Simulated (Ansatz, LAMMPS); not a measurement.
# Relaxing amorphous film on crystalline SiC with 20 % Si on C sites, (110) (192 atoms)

How does amorphous film on crystalline SiC with 20 % Si on C sites, (110) (192 atoms) relax, and what do bonds, charges and levels look like afterwards?

Main program and level: Ansatz 0.2.0; Kohn-Sham DFT, PBE, PAW (set soft_2), plane waves.

### 1. Set-up

The cell holds 192 atoms: 115 Si and 77 C. Cell: a = 8.720 Å, b = 12.332 Å, c = 30.745 Å, α = 90.0°, β = 90.0°, γ = 90.0°. It derives from SiC (zincblende SiC). A 2 x 2 x 3 block of zincblende SiC (a = 4.36 Å), 20 % of C replaced at random by Si with its (110) planes normal to z; the lower 67 % held fixed, the rest melted at 5000 K for 10 ps and cooled to 300 K at 100 K/ps with the Erhart-Albe potential (Erhart and Albe, Phys. Rev. B 71, 035211 (2005)); then all atoms free for 10 ps at 300 K, under 12 Å of vacuum. Regions: crystal, 144 atoms (88 Si and 56 C); amorphous, 48 atoms (21 C and 27 Si). Vacuum lies along c.

What the set-up can't give: The starting topology of bonds comes from the classical model. The main run has no spin polarisation, so any moments at edges, vacancies or dangling bonds can't form in it.

### 2. Single point at the start

A single point comes first, to see the forces before anything moves.

The input, input.yaml:

```yaml
crystal:
  lattice:
    - [8.72, 0.0, 0.0]
    - [0.0, 12.33194, 0.0]
    - [0.0, 0.0, 30.74453]
  atoms:
    - { symbol: Si, position: [0.02647, 0.96619, 0.96057] }
    - { symbol: Si, position: [0.09212, 0.99098, 0.03125] }
    - { symbol: Si, position: [0.26012, 0.35917, 0.04179] }
    - { symbol: C, position: [0.38506, 0.36251, 0.09076] }
    [... 182 atom lines left out ...]
    - { symbol: C, position: [0.45846, 0.61021, 0.51838] }
    - { symbol: Si, position: [0.97265, 0.42513, 0.51256] }
    - { symbol: C, position: [0.90042, 0.85006, 0.61755] }
    - { symbol: Si, position: [0.21014, 0.2741, 0.55517] }
    - { symbol: Si, position: [0.55377, 0.9456, 0.51398] }
    - { symbol: Si, position: [0.83778, 0.70206, 0.60732] }
kpoints:
  mp_grid: { grid: [2, 1, 1] }
hamiltonian:
  xc: pbe
scf:
  occupations: { method: fermi_dirac, width: 0.05 }
output:
  forces: true
```

Launch:

```sh
$ ansatz run input.yaml --threads 8 --pin off --max-ram 15872MiB --backend cpu --events-out ev --progress --plain --runs-dir out
```

It took 74 s on 8 threads of Arm Neoverse V1, shared host; peak memory 11 GiB; 9.5 min of CPU time.

The program notes that it cut back its work space to fit the memory limit.

The run gave:

* free energy: -92362.8333 eV
* free energy per atom: -481.0564 eV/atom
* SCF cycles: 13
* r.m.s. force component: 0.8116 eV/Å
* longest force: 3.505 eV/Å
* Fermi energy: 5.334 eV

The r.m.s. force component of 0.81 eV/Å sets the starting point.

Length of the force by element:

| element | coordination | atoms | mean length of the force (eV/Å) | spread | least | most |
| --- | --- | --- | --- | --- | --- | --- |
| C | all | 77 | 1.27 | 0.555 | 0.132 | 3.12 |
| Si | all | 115 | 1.28 | 0.617 | 0.181 | 3.50 |

### 3. Relaxation

With the cell held, the atoms are moved downhill towards a nearby minimum.

Edit input.yaml of step 2 so:

```diff
@@ -15 +15,4 @@
   forces: true
+relax:
+  f_tol: 0.05
+  max_steps: 49
```

Run time: 49 min. Hardware: 8 threads; peak memory 11 GiB.

The walk was cut short by its limit. What follows describes the steps that were made.

Relaxation path (22 of 49):

```csv
step,energy less that of the first step (eV),largest force component (eV/Å)
1,0.0000,2.8291
3,-13.1386,1.3268
6,-16.2810,0.8131
8,-17.4419,0.4823
10,-18.2680,0.4751
12,-18.7396,0.4756
15,-19.5341,0.4611
17,-20.0540,0.4636
19,-20.2705,0.4800
22,-20.5056,0.4029
24,-20.8365,0.2564
26,-21.0297,0.1935
28,-21.0662,0.1768
31,-21.1167,0.1834
33,-21.1815,0.3770
35,-21.3784,0.1853
38,-21.5903,0.2945
40,-21.8754,0.7084
42,-22.0331,0.3863
44,-22.0890,0.1759
47,-22.1095,0.1033
49,-22.1242,0.0856
```

Relaxation steps 43, 46 were tried and not accepted.

The atoms that moved most (Å):

| atom | dx | dy | dz | length |
| --- | --- | --- | --- | --- |
| C183 | -0.904 | 0.376 | -1.211 | 1.557 |
| Si39 | -0.339 | 0.044 | -1.475 | 1.514 |
| Si160 | -0.229 | -1.018 | 1.095 | 1.512 |
| Si162 | -0.109 | 1.337 | -0.535 | 1.444 |
| Si1 | -0.309 | -0.472 | -1.070 | 1.209 |
| Si164 | 0.887 | 0.492 | -0.561 | 1.159 |
| Si174 | 0.882 | 0.642 | 0.014 | 1.091 |
| Si192 | 0.465 | 0.873 | -0.454 | 1.089 |

The relaxation changed the energy by -115 meV/atom, and atoms moved by 0.46 Å r.m.s., 1.6 Å at most.

### 4. Distances and neighbours after relaxation

Normalised to the volume that the atoms fill. Pair distribution functions g(r), in bins of 0.2 Å:

```
r (Å)  total  Si-Si  Si-C   C-C
 1.40   0.08   0.00  0.00  0.50
 1.60   0.14   0.00  0.00  0.88
 1.80   2.74   0.00  5.68  0.00
 2.00   1.52   0.00  3.17  0.00
 2.20   0.40   1.04  0.05  0.00
 2.40   0.47   1.26  0.04  0.00
 2.60   0.19   0.27  0.10  0.30
 2.80   0.42   0.84  0.19  0.17
 3.00   2.20   3.08  0.41  5.54
 3.20   2.13   2.44  1.10  4.54
 3.40   1.06   0.83  1.33  0.76
 3.60   1.81   1.05  2.87  0.32
 3.80   1.09   0.77  1.67  0.07
 4.00   0.50   0.46  0.65  0.19
 4.20   0.50   0.60  0.40  0.54
 4.40   0.73   0.82  0.41  1.46
 4.60   0.85   0.72  0.98  0.78
 4.80   1.25   0.78  1.85  0.49
 5.00   0.72   0.77  0.80  0.37
 5.20   0.98   1.25  0.66  1.34
 5.40   1.57   1.91  0.84  2.97
 5.60   1.33   1.23  1.33  1.54
 5.80   1.03   0.84  1.36  0.46
 6.00   0.74   0.75  0.80  0.53
 6.20   1.03   1.06  0.84  1.52
 6.40   1.00   0.75  1.30  0.69
 6.60   1.08   0.90  1.39  0.60
 6.80   0.90   0.96  0.82  1.00
```

### 5. Single point at the relaxed geometry

The electronic structure is read at the final geometry, in a run of its own.

The input, input.yaml:

```yaml
crystal:
  lattice:
    - [8.72, 0.0, 0.0]
    - [0.0, 12.33194, 0.0]
    - [0.0, 0.0, 30.74453]
  atoms:
    - { symbol: Si, position: [0.99099, 0.92789, 0.92578] }
    - { symbol: Si, position: [0.09924, 0.9695, 0.0285] }
    - { symbol: Si, position: [0.26195, 0.35409, 0.04762] }
    - { symbol: C, position: [0.39401, 0.35779, 0.09786] }
    [... 182 atom lines left out ...]
    - { symbol: C, position: [0.54013, 0.63693, 0.53069] }
    - { symbol: Si, position: [0.95641, 0.42159, 0.51211] }
    - { symbol: C, position: [0.9195, 0.91832, 0.59642] }
    - { symbol: Si, position: [0.22295, 0.2825, 0.55796] }
    - { symbol: Si, position: [0.52955, 0.97765, 0.50786] }
    - { symbol: Si, position: [0.89111, 0.77286, 0.59254] }
kpoints:
  mp_grid: { grid: [2, 1, 1] }
hamiltonian:
  xc: pbe
scf:
  occupations: { method: fermi_dirac, width: 0.05 }
output:
  forces: true
  populations: true
  dos:
    method: { smearing: { sigma: 0.15 } }
    de: 0.1
    projected:
      site_lists:
        C: [C]
        Si: [Si]
        amorphous: [144, 145, 146, 147, 148, 149, 150, 151, 152, 153, 154, 155, 156, 157, 158, 159, 160, 161, 162, 163, 164, 165, 166, 167, 168, 169, 170, 171, 172, 173, 174, 175, 176, 177, 178, 179, 180, 181, 182, 183, 184, 185, 186, 187, 188, 189, 190, 191]
  eigenvalues: true
  write_density: true
  write_potential: true
  volumetric_format: npy
```

The job ended after 3.3 min (8 threads; peak memory 11 GiB; 25 min of CPU time).

The program notes that the exchange-correlation potential is rough where the density is thin.

The run gave:

```yaml
free_energy: -92384.9575 eV
free_energy_per_atom: -481.1717 eV/atom
scf_cycles: 15
r_m_s_force_component: 0.01571 eV/Å
longest_force: 0.1198 eV/Å
fermi_energy: 5.278 eV
levels_partly_filled_by_over_2_per_cent: 8
spilling_of_the_projection: 0.01187
```

Löwdin charges by element (they lack the spilled electrons, 0.047 e an atom on average):

```csv
element,coordination,atoms,mean charge (e),spread,least,most
C,all,77,-0.867,0.194,-1.04,-0.207
Si,all,115,0.66,0.379,-0.152,1.11
```

By region:

```csv
region,atoms,mean length of the force (eV/Å)
crystal,144,0.015
amorphous,48,0.035
```

States in the cell by windows of 1 eV, zero at the Fermi level; the larger projections on atomic orbitals stand beside the total:

```
from (eV)  to (eV)  total  Si p   C p  amorphous  Si s   C s
      -18      -17    1.9   0.3   0.2        1.7   0.3   1.2
      -17      -16    5.6   0.9   0.3        1.7   1.9   2.5
      -16      -15   17.8   4.0   1.3        4.2   5.4   7.0
      -15      -14   25.3   6.8   2.0        5.0   6.9   9.5
      -14      -13   39.3  11.0   2.8        8.7   8.9  16.4
      -13      -12   46.5  14.0   2.8        9.9   7.9  21.6
      -12      -11   14.4   4.5   1.1        3.9   3.3   5.5
      -11      -10   21.8   5.7   4.6        6.5   8.5   2.9
      -10       -9   35.1   9.2  11.1       10.2  11.9   2.6
       -9       -8   57.4  13.5  22.5       11.5  17.3   3.8
       -8       -7   48.1  12.4  19.0       13.0  12.5   3.9
       -7       -6   53.6  17.7  23.9       13.7   8.4   3.2
       -6       -5   72.3  25.9  34.8       15.2   7.8   3.0
       -5       -4   83.8  30.8  43.1       18.7   6.6   2.3
       -4       -3   86.2  32.1  47.1       20.7   4.3   1.6
       -3       -2   70.6  29.8  35.4       18.6   3.1   1.1
       -2       -1   55.9  28.9  21.4       17.3   3.2   0.9
       -1        0   32.8  16.6  11.7        9.7   2.4   0.9
        0        1   22.9  12.8   4.3        8.8   2.5   1.5
        1        2   44.5  23.3   6.5       13.0   5.5   3.7
        2        3   64.9  30.5   8.9       14.4   8.8   5.3
        3        4   77.0  34.3  10.6       16.3  10.3   5.7
        4        5   85.2  33.8  10.9       16.8  11.1   5.4
```

The levels nearest the highest filled one (over half full), pooled over k-points and spins:

| level less the highest filled one (eV) | occupation |
| --- | --- |
| -0.222 | 1.98 |
| -0.199 | 1.97 |
| -0.132 | 1.90 |
| -0.105 | 1.83 |
| -0.0469 | 1.55 |
| 0 | 1.14 |
| 0.0376 | 0.771 |
| 0.0655 | 0.528 |
| 0.131 | 0.176 |
| 0.155 | 0.113 |
| 0.229 | 0.027 |
| 0.257 | 0.016 |

Planar average of the electrostatic potential energy along the normal, with the Fermi level as zero, after a running mean with a triangular window 4 Å wide at its base:

```
height (Å)  potential energy (eV)
       0.0                  -6.94
       0.9                  -8.06
       1.7                  -8.42
       2.6                  -8.52
       3.6                  -8.43
       4.4                  -8.73
       5.3                  -8.47
       6.1                  -8.85
       7.0                  -8.56
       7.8                  -8.93
       8.7                  -8.69
       9.7                  -9.04
      10.5                  -8.70
      11.4                  -8.86
      12.2                  -8.54
      13.1                  -8.45
      13.9                  -8.20
      14.8                  -7.45
      15.8                  -6.41
      16.7                  -5.81
      17.5                  -5.89
      18.4                  -5.18
      19.2                  -2.52
      20.1                   1.05
      20.9                   3.56
      21.9                   4.54
      22.8                   4.68
      23.6                   4.73
      24.5                   4.76
      25.3                   4.78
      26.2                   4.69
      27.0                   4.20
      28.0                   2.59
      28.9                  -0.23
      29.7                  -3.67
      30.6                  -6.63
```

Mean Löwdin charges: C -0.87, Si +0.66 e (they miss 1.2 % of the electrons, so they add up to more than the cell's charge). Within 0.4 eV of the Fermi level the largest share is Si p (60 % of the projected weight).

### 6. What came out

| Item | Value |
| --- | --- |
| energy change in the relaxation | -115.2 meV/atom |
| r.m.s. displacement | 0.456 Å |
| largest displacement | 1.557 Å |
| free energy per atom | -481.1717 eV/atom |
| r.m.s. force component | 0.01571 eV/Å |
| wall time of the 3 DFT runs | 54 min |

**Reading.** Relaxation lowers the energy by 115 meV/atom and moves atoms by 0.46 Å r.m.s.; the r.m.s. force component goes from 0.81 to 0.016 eV/Å. The relaxation stopped at its limit, so this isn't yet a minimum. From the first step to the last the energy fell by 22.124 eV, and the largest move was 1.56 Å (C183). The relaxation was not finished: the largest force component stood at 0.086 eV/Å. Counting bands leaves a spacing of only 0.038 eV (on the run's k-points), which the smearing bridges: 8 levels are partly filled by over 2 %, so a gap, if any, is small at this level.

What to keep in mind: The network of bonds at the start is that of the classical potential that made the cell; in DFT atoms moved by 0.46 Å r.m.s.

[Logs are printed without paths, hosts, clocks, repeated set-up lines and the standing remarks that a program may print on its own settings, such as how far it seeks lower states.]

[Hosts, paths, dates, database ids (printed as entryN), source tags and the programs' standing remarks are cut or masked in the printed files.]
